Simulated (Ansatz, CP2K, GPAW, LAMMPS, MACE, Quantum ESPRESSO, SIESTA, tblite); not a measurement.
# SIESTA on liquid Al56Cu44 (at. %) at 1700 K (71 atoms): settings against a plane-wave reference

How do the settings of SIESTA change the result for liquid Al56Cu44 (at. %) at 1700 K (71 atoms)? A plane-wave run serves as the yardstick.

Method: the method is named at each step, in SIESTA 5.4.2.

In doubt: a PseudoDojo file used here is known to give poor structures and forces (steps 2, 3), which bears on pressures, cells, forces and phonons.

## (1) Starting point

The cell holds 71 atoms: 40 Al and 31 Cu. Its edges and angles: a = 10.683 Å, b = 10.683 Å, c = 10.683 Å, α = 90.0°, β = 90.0°, γ = 90.0°. 71 atoms (40 Al, 31 Cu) placed at random at 4.38 g/cm³, melted at 1800 K for 10 ps at fixed volume with the EAM Al-Cu potential (Cai and Ye, Phys. Rev. B 54, 8398 (1996)). Snapshot at the end of a hold of 10 ps at 1700 K and zero pressure.

The yardstick, on the same geometry:

```
method                 : Kohn-Sham DFT, PBE, PAW, plane waves (Ansatz 0.2.0); cutoff 420 eV, Γ point, fermi-dirac smearing of 0.05 eV; PAW set soft_2
r.m.s. force component : 0.9624 eV/Å
longest force          : 3.504 eV/Å
pressure               : -1.926 GPa
SCF cycles             : 12
time                   : 14 s on 8 threads of Arm Neoverse V2, shared host
CPU time               : 100 s
```

## (2) PBE, DZP, shift 0.01 Ry, mesh 500 Ry

Method: Kohn-Sham DFT, PBE, PseudoDojo 0.4.1 norm-conserving pseudopotentials (converted to PSML), numerical atomic orbitals (DZP), diagonalisation.

The .psml files are PseudoDojo norm-conserving potentials that we converted to this format, checked against plane waves on the same files for H, C, O, Si, Ge and Ca alone.

File input.fdf:

```
SystemLabel cell
NumberOfAtoms 71
NumberOfSpecies 2
%block ChemicalSpeciesLabel
  1 13 Al
  2 29 Cu
%endblock ChemicalSpeciesLabel
LatticeConstant 1.0 Ang
%block LatticeVectors
  10.68344 0.00000 0.00000
  0.00000 10.68344 0.00000
  0.00000 0.00000 10.68344
%endblock LatticeVectors
PAO.BasisSize DZP
PAO.EnergyShift 0.01 Ry
XC.Functional GGA
XC.Authors PBE
MeshCutoff 500 Ry
%block kgrid_Monkhorst_Pack
  1 0 0 0.0
  0 1 0 0.0
  0 0 1 0.0
%endblock kgrid_Monkhorst_Pack
SolutionMethod diagon
OccupationFunction FD
ElectronicTemperature 580 K
SCF.Mixer.Method Pulay
SCF.Mixer.Weight 0.05
SCF.Mixer.History 8
SCF.Mix Hamiltonian
MaxSCFIterations 300
SCF.DM.Tolerance 1e-04
SCF.H.Tolerance 1.0e-3 eV
WriteForces T
Write.HirshfeldPop T
Write.VoronoiPop T
Write.DM F
Write.H F
XML.Write F
AtomicCoordinatesFormat Fractional
%block AtomicCoordinatesAndAtomicSpecies
  0.77724 0.12607 0.40548 1
  0.98269 0.22854 0.57384 1
  0.59945 0.77379 0.99601 1
  0.42052 0.31034 0.62648 1
  0.36639 0.54642 0.52842 1
  0.47961 0.22427 0.40733 1
  0.60294 0.69079 0.60204 1
  0.85091 0.83372 0.32572 1
  0.28542 0.41764 0.84329 1
  0.21182 0.21846 0.68806 1
  0.66998 0.02528 0.88686 1
  0.79171 0.85120 0.54072 1
  0.31282 0.78462 0.25041 1
  0.45074 0.35006 0.19938 1
  0.81113 0.44862 0.65410 1
  0.60114 0.13069 0.26285 1
  0.72137 0.34080 0.85472 1
  0.58320 0.89610 0.18680 1
  0.14588 0.36625 0.42894 1
  0.03077 0.71146 0.19548 1
  0.88254 0.07077 0.75855 1
  0.67269 0.65451 0.21228 1
  0.13096 0.69323 0.42754 1
  0.57372 0.50692 0.71747 1
  0.93159 0.91808 0.01522 1
  0.24906 0.96720 0.72388 1
  0.91865 0.66622 0.58704 1
  0.19088 0.15942 0.39765 1
  0.85834 0.55234 0.07353 1
  0.84719 0.31088 0.12903 1
  0.37801 0.65000 0.07974 1
  0.23746 0.06920 0.91826 1
  0.48458 0.17255 0.83247 1
  0.21858 0.70141 0.70391 1
  0.02075 0.15088 0.23732 1
  0.17391 0.75551 0.03650 1
  0.28433 0.51944 0.28451 1
  0.44054 0.01751 0.05124 1
  0.57743 0.88765 0.71838 1
  0.04524 0.45384 0.87696 1
  0.28713 0.81291 0.48655 2
  0.76755 0.60525 0.86245 2
  0.16142 0.95862 0.11703 2
  0.41358 0.67208 0.81774 2
  0.21081 0.49671 0.03592 2
  0.35290 0.99703 0.32432 2
  0.14868 0.36931 0.19186 2
  0.03763 0.95583 0.52530 2
  0.10261 0.44363 0.64527 2
  0.80058 0.07801 0.17832 2
  0.90362 0.54249 0.31399 2
  0.01663 0.88411 0.79029 2
  0.37094 0.84237 0.93095 2
  0.48182 0.68798 0.38572 2
  0.56907 0.43896 0.41088 2
  0.37217 0.25840 0.03074 2
[... 11 atom lines left out ...]
  0.28072 0.15920 0.19818 2
  0.88456 0.33110 0.35061 2
  0.60746 0.20036 0.01815 2
  0.13816 0.25135 0.99279 2
%endblock AtomicCoordinatesAndAtomicSpecies
```

On the command line:

```
$ OMP_NUM_THREADS=1 mpirun -np 2 siesta < input.fdf > output.txt
```

Log:

```text
Version         : 5.4.2
reinit: System Name:
reinit: System Label: cell
initatom: Reading input for the pseudopotentials and atomic orbitals ----------
Species number:   1 Atomic number:   13 Label: Al
Species number:   2 Atomic number:   29 Label: Cu
Ground state valence configuration (from tables):   3s02  3p01  3d00  4f00
Ground state valence configuration (from tables):   4s01  4p00  3d10  4f00
---- Processing specs for species: Al
GGA--PBE XC_GGA_X_PBE--XC_GGA_C_PBE pb
---- Processing specs for species: Cu
GGA--PBE XC_GGA_X_PBE--XC_GGA_C_PBE pb
Semicore shell(s) with  8 electrons included in the valence for Cu
Semicore shell(s): 3s 3p
Fallback to non-perturbative polarization scheme for Cu
Please see the manual if this is not desired in principle
Al pseudopotential only contains V_ls up to l=2 -- lmxkb reset.
Cu pseudopotential only contains V_ls up to l=2 -- lmxkb reset.
Using PAO.SplitTailNorm
%block ChemicalSpeciesLabel
    1   13 Al                      # Species index, atomic number, species label
    2   29 Cu                      # Species index, atomic number, species label
%endblock ChemicalSpeciesLabel
%block PAO.Basis                 # Define Basis set
Al                    2                    # Species label, number of l-shells
 n=3   0   2                         # n, l, Nzeta
   6.130      4.449
   1.000      1.000
 n=3   1   2 P   1                   # n, l, Nzeta, Polarization, NzetaPol
   7.969      5.883
   1.000      1.000
Cu                    5                    # Species label, number of l-shells
 n=3   0   1                         # n, l, Nzeta
   2.152
   1.000
 n=4   0   2                         # n, l, Nzeta
   6.292      4.520
   1.000      1.000
 n=3   1   1                         # n, l, Nzeta
   2.384
   1.000
 n=4   1   1                         # n, l, Nzeta
   6.292
   1.000
 n=3   2   2                         # n, l, Nzeta
   4.057      2.474
   1.000      1.000
%endblock PAO.Basis
coor:   Atomic-coordinates input format  =     Fractional
siesta: System type = bulk
initatomlists: Number of atoms, orbitals, and projectors:     71  1109  1278
siesta: ******************** Simulation parameters ****************************
Total number of electrons:   709.000000
Total ionic charge:   709.000000
 Kpoints in:            1 . Kpoints trimmed:            1
siesta: k-grid: Number of k-points = 1
siesta: k-points from Monkhorst-Pack grid
siesta: k-cutoff (effective) =     5.342 Ang
siesta: k-point supercell and displacements
siesta: k-grid:     1     0     0      0.000
siesta: k-grid:     0     1     0      0.000
siesta: k-grid:     0     0     1      0.000
                     ====================================
                        Single-point calculation
                     ====================================
outcell: Unit cell vectors (Ang):
       10.683440    0.000000    0.000000
        0.000000   10.683440    0.000000
        0.000000    0.000000   10.683440
outcell: Cell vector modules (Ang)   :   10.683440   10.683440   10.683440
outcell: Cell angles (23,13,12) (deg):     90.0000     90.0000     90.0000
outcell: Cell volume (Ang**3)        :   1219.3639
Gamma-point calculation with multiply-connected orbital pairs
Gamma-point calculation with multiply-connected orbital pairs
Folding of H and S implicitly performed
Folding of H and S implicitly performed
new_DM -- step:     1
Initializing Density Matrix...
Attempting to read DM from file... Failed...
DM filled with atomic data:
InitMesh: MESH = 144 x 144 x 144 = 2985984
InitMesh: Mesh cutoff (required, used) =   500.000   502.117 Ry
stepf: Fermi-Dirac step function
        iscf     Eharris(eV)        E_KS(eV)     FreeEng(eV)     dDmax    Ef(eV) dHmax(eV)
   scf:    1  -138961.331030  -154796.702250  -154797.503642  1.753092  1.455601145.531049
   scf:    2  -162712.888862  -161059.644583  -161060.032986  1.273651 -1.570337178.760688
   scf:    3  -162128.637059  -162124.044029  -162124.408708  1.300560 -2.606764 43.109835
   scf:    4  -162459.548796  -162336.514426  -162336.806957  0.222136 -3.171875 16.172925
   scf:    5  -162409.812656  -162377.486201  -162377.753040  0.055520 -3.367634 13.720638
   scf:    6  -162420.051649  -162405.379716  -162405.626019  0.103767 -3.608674  8.469937
   scf:    7  -162413.276637  -162410.682459  -162410.930063  0.076029 -3.710093  3.122171
   scf:    8  -162413.796357  -162412.578074  -162412.834276  0.047088 -3.721140  0.886420
[...]
scf:   22  -162413.411821  -162413.411790  -162413.680711  0.000096 -3.813305  0.001654
   scf:   23  -162413.411804  -162413.411797  -162413.680713  0.000030 -3.813379  0.001012
   scf:   24  -162413.411808  -162413.411803  -162413.680714  0.000041 -3.813412  0.000588
SCF Convergence by DM+H criterion
max |DM_out - DM_in|         :     0.0000409393
max |H_out - H_in|      (eV) :     0.0005880416
SCF cycle converged after 24 iterations
Using DM_out to compute the final energy and forces
siesta: E_KS(eV) =          -162413.4118
siesta: E_KS - E_eggbox =   -162413.4118
siesta: Atomic forces (eV/Ang):
     1    1.891788    0.013253    1.352823
     2   -0.651203    0.063450    0.031148
     3    0.570204   -0.931829   -2.270840
     4   -1.183284    0.689260   -0.016253
     5   -0.490288    0.194717    0.756801
     6   -1.967924   -0.044921    2.583943
[...]
69    0.349457   -0.687009    0.867907
    70    0.657125    0.749323    1.075491
    71   -0.713893    0.702221    0.274379
----------------------------------------
   Tot   -0.004414   -0.002740    0.009710
----------------------------------------
   Max    3.273060
   Res    1.019756    sqrt( Sum f_i^2 / 3N )
----------------------------------------
   Max    3.273060    constrained
Stress tensor Voigt[x,y,z,yz,xz,xy] (kbar):       45.36       28.14       15.80      -14.56       15.75       -0.81
(Free)E + p*V (eV/cell)  -162436.3343
Target enthalpy (eV/cell)  -162413.6807
siesta: Program's energy decomposition (eV):
siesta: Ebs     =    -24139.421629
siesta: Eions   =    202013.585167
siesta: Ena     =     12464.364215
siesta: Ekin    =     74137.363700
siesta: Enl     =    -27677.994404
siesta: DEna    =      1380.595222
siesta: DUscf   =        90.409119
siesta: Ex      =    -19647.409053
siesta: Ec      =     -1147.155434
siesta: Exc     =    -20794.564487
siesta: Eharris =   -162413.411808
siesta: Etot    =   -162413.411803
siesta: FreeEng =   -162413.680714
siesta: Final energy (eV):
siesta:  Band Struct. =  -24139.421629
siesta:       Kinetic =   74137.363700
siesta:       Hartree =   83636.368121
siesta:         Exch. =  -19647.409053
siesta:         Corr. =   -1147.155434
siesta:   Exch.-corr. =  -20794.564487
siesta:  Ion-electron = -244101.865581
siesta:       Ion-ion =  -55290.713555
siesta:         Total = -162413.411803
siesta:         Fermi =      -3.813412
siesta: Stress tensor (static) (eV/Ang**3):
siesta:     0.028312   -0.000509    0.009831
siesta:    -0.000509    0.017561   -0.009089
siesta:     0.009832   -0.009089    0.009861
siesta: Cell volume =       1219.363935 Ang**3
siesta: Pressure (static):
siesta:                Solid            Molecule  Units
siesta:          -0.00020234         -0.00035231  Ry/Bohr**3
siesta:          -0.01857817         -0.03234744  eV/Ang**3
siesta:         -29.76550349        -51.82631664  kBar
    Orbital volume contribution        =          64.267097 eV
    (Free)E + p_basis*V_orbitals       =     -162349.413617 eV
    (Free)Eharris+ p_basis*V_orbitals  =     -162349.413623 eV
Hirshfeld Atomic Populations:
Atom #   charge [q] valence [e]  Species
     1    -0.225368    3.225368  Al
     2    -0.147793    3.147793  Al
     3    -0.173656    3.173656  Al
     4    -0.174802    3.174802  Al
     5    -0.147672    3.147672  Al
     6    -0.241776    3.241776  Al
[...]
41     0.258869   18.741131  Cu
    42     0.291709   18.708291  Cu
    43     0.300993   18.699007  Cu
    44     0.315142   18.684858  Cu
    45     0.307064   18.692936  Cu
    46     0.229100   18.770900  Cu
[...]
--------------------
 Total    -0.000059
Voronoi Atomic Populations:
Atom #   charge [q] valence [e]  Species
[...]
38    -0.141564    3.141564  Al
    39    -0.111672    3.111672  Al
    40    -0.130527    3.130527  Al
[...]
69     0.172583   18.827417  Cu
    70     0.209279   18.790721  Cu
    71     0.108626   18.891374  Cu
--------------------
 Total    -0.000059
```

Run time: 8.6 min. Hardware: 2 MPI ranks of Arm Neoverse V2, shared host; peak memory 2.8 GiB; 17 min of CPU time.

Banners, paths, timers and routine set-up lines are dropped from the logs unmarked, and long logs keep their key lines alone; longer cuts are marked.

Numbers from this run, and their distance from the reference:

| Property | Result |
| --- | --- |
| r.m.s. force component | 1.02 eV/Å |
| r.m.s. difference of force components | 79.18 meV/Å |
| longest difference of force vectors | 283.3 meV/Å |
| force difference over r.m.s. force | 8.227 % |
| slope of forces against the reference's | 1.058 |
| correlation of force components | 0.9985 |
| pressure | -2.977 GPa |
| pressure difference | -1.05 GPa |

Length of the force difference by element (eV/Å):

```
element  atoms  mean  most
     Al     40  0.12  0.22
     Cu     31  0.13  0.28
```

The surroundings of Al14, picked at random, nearest first, numbered as they follow in the input and with coordinates relative to it.

```
atom      x      y      z  distance (Å)  Hirshfeld charge (e)     Fx     Fy  Fz (eV/Å)
Al14   0.00   0.00   0.00          0.00                 -0.32   0.98   0.94       0.45
Cu56  -0.84  -0.98  -1.80          2.22                  0.24  -0.79  -0.35      -2.15
Cu64   2.46   0.70  -0.08          2.56                  0.28  -1.23   0.99       0.62
 Al6   0.31  -1.34   2.22          2.61                 -0.24  -1.97  -0.04       2.58
Al37  -1.78   1.81   0.91          2.69                 -0.17   0.02   0.72      -0.07
Cu68  -1.82  -2.04  -0.01          2.73                  0.23  -0.39   0.09      -0.77
Cu55   1.26   0.95   2.26          2.76                  0.30  -0.12   0.61       0.04
Al16   1.61  -2.34   0.68          2.92                 -0.23   0.01  -1.07      -3.27
Cu58   0.41   0.85  -2.85          3.01                  0.31   0.88   0.15       0.42
Cu70   1.67  -1.60  -1.94          3.02                  0.33   0.66   0.75       1.08
```

Forces lie 8.2 % from the reference's, at 10 times its CPU time (on 2 against 8 cores).

## (3) PBE, SZP, shift 0.01 Ry, mesh 500 Ry

Method: Kohn-Sham DFT, PBE, PseudoDojo 0.4.1 norm-conserving pseudopotentials (converted to PSML), numerical atomic orbitals (SZP), diagonalisation.

input.fdf: that of step 2 with these lines changed.

```diff
@@ -13,3 +13,3 @@
 %endblock LatticeVectors
-PAO.BasisSize DZP
+PAO.BasisSize SZP
 PAO.EnergyShift 0.01 Ry
```

Log:

```text
Version         : 5.4.2
reinit: System Name:
reinit: System Label: cell
initatom: Reading input for the pseudopotentials and atomic orbitals ----------
Species number:   1 Atomic number:   13 Label: Al
Species number:   2 Atomic number:   29 Label: Cu
Ground state valence configuration (from tables):   3s02  3p01  3d00  4f00
Ground state valence configuration (from tables):   4s01  4p00  3d10  4f00
---- Processing specs for species: Al
GGA--PBE XC_GGA_X_PBE--XC_GGA_C_PBE pb
---- Processing specs for species: Cu
GGA--PBE XC_GGA_X_PBE--XC_GGA_C_PBE pb
[... lines left out ...]
stepf: Fermi-Dirac step function
        iscf     Eharris(eV)        E_KS(eV)     FreeEng(eV)     dDmax    Ef(eV) dHmax(eV)
[... lines left out ...]
SCF Convergence by DM+H criterion
[... lines left out ...]
SCF cycle converged after 25 iterations
[... lines left out ...]
   Max    3.625564
[... lines left out ...]
   Max    3.625564    constrained
Stress tensor Voigt[x,y,z,yz,xz,xy] (kbar):       27.38        6.64       -6.10      -13.12       17.10        1.22
[... lines left out ...]
siesta: FreeEng =   -162394.503142
[... lines left out ...]
siesta:       Ion-ion =  -55290.713555
siesta:         Total = -162394.241385
siesta:         Fermi =      -3.824411
siesta: Stress tensor (static) (eV/Ang**3):
siesta:     0.017090    0.000760    0.010673
siesta:     0.000760    0.004145   -0.008189
siesta:     0.010673   -0.008189   -0.003805
siesta: Cell volume =       1219.363935 Ang**3
siesta: Pressure (static):
siesta:                Solid            Molecule  Units
siesta:          -0.00006328         -0.00023359  Ry/Bohr**3
siesta:          -0.00581002         -0.02144761  eV/Ang**3
siesta:          -9.30867580        -34.36285288  kBar
    Orbital volume contribution        =          52.644200 eV
    (Free)E + p_basis*V_orbitals       =     -162341.858942 eV
    (Free)Eharris+ p_basis*V_orbitals  =     -162341.858950 eV
Hirshfeld Atomic Populations:
Atom #   charge [q] valence [e]  Species
     1    -0.224848    3.224848  Al
     2    -0.142638    3.142638  Al
     3    -0.168759    3.168759  Al
[...]
41     0.252077   18.747923  Cu
    42     0.284255   18.715745  Cu
    43     0.296559   18.703441  Cu
[...]
--------------------
 Total    -0.000052
Voronoi Atomic Populations:
Atom #   charge [q] valence [e]  Species
[...]
39    -0.101756    3.101756  Al
    40    -0.121516    3.121516  Al
[...]
70     0.194237   18.805763  Cu
    71     0.097108   18.902892  Cu
--------------------
 Total    -0.000053
```

It took 6.4 min on 2 MPI ranks; peak memory 2.4 GiB.

Compared with the plane-wave run:

* r.m.s. force component: 1.138 eV/Å
* r.m.s. difference of force components: 226.2 meV/Å
* longest difference of force vectors: 805.8 meV/Å
* force difference over r.m.s. force: 23.5 %
* slope of forces against the reference's: 1.172
* correlation of force components: 0.9908
* pressure: -0.9309 GPa
* pressure difference: 0.9952 GPa

This is a coarse setting, run to see what it loses.

Against the first run (8.2 %), the force difference from the reference is 24 %, at 0.75 times the CPU time, with 763 basis functions against 1109: the smaller basis costs accuracy.

(Continued in part 2 of 2.)

[Also dropped from logs without a mark: logging warnings of Python, and SIESTA's first energy breakdown and zero terms.]

[Logs are printed without paths, hosts, clocks, repeated set-up lines and the standing remarks that a program may print on its own settings, such as how far it seeks lower states.]

[Hosts, paths, dates, database ids (printed as entryN), source tags and the programs' standing remarks are cut or masked in the printed files.]
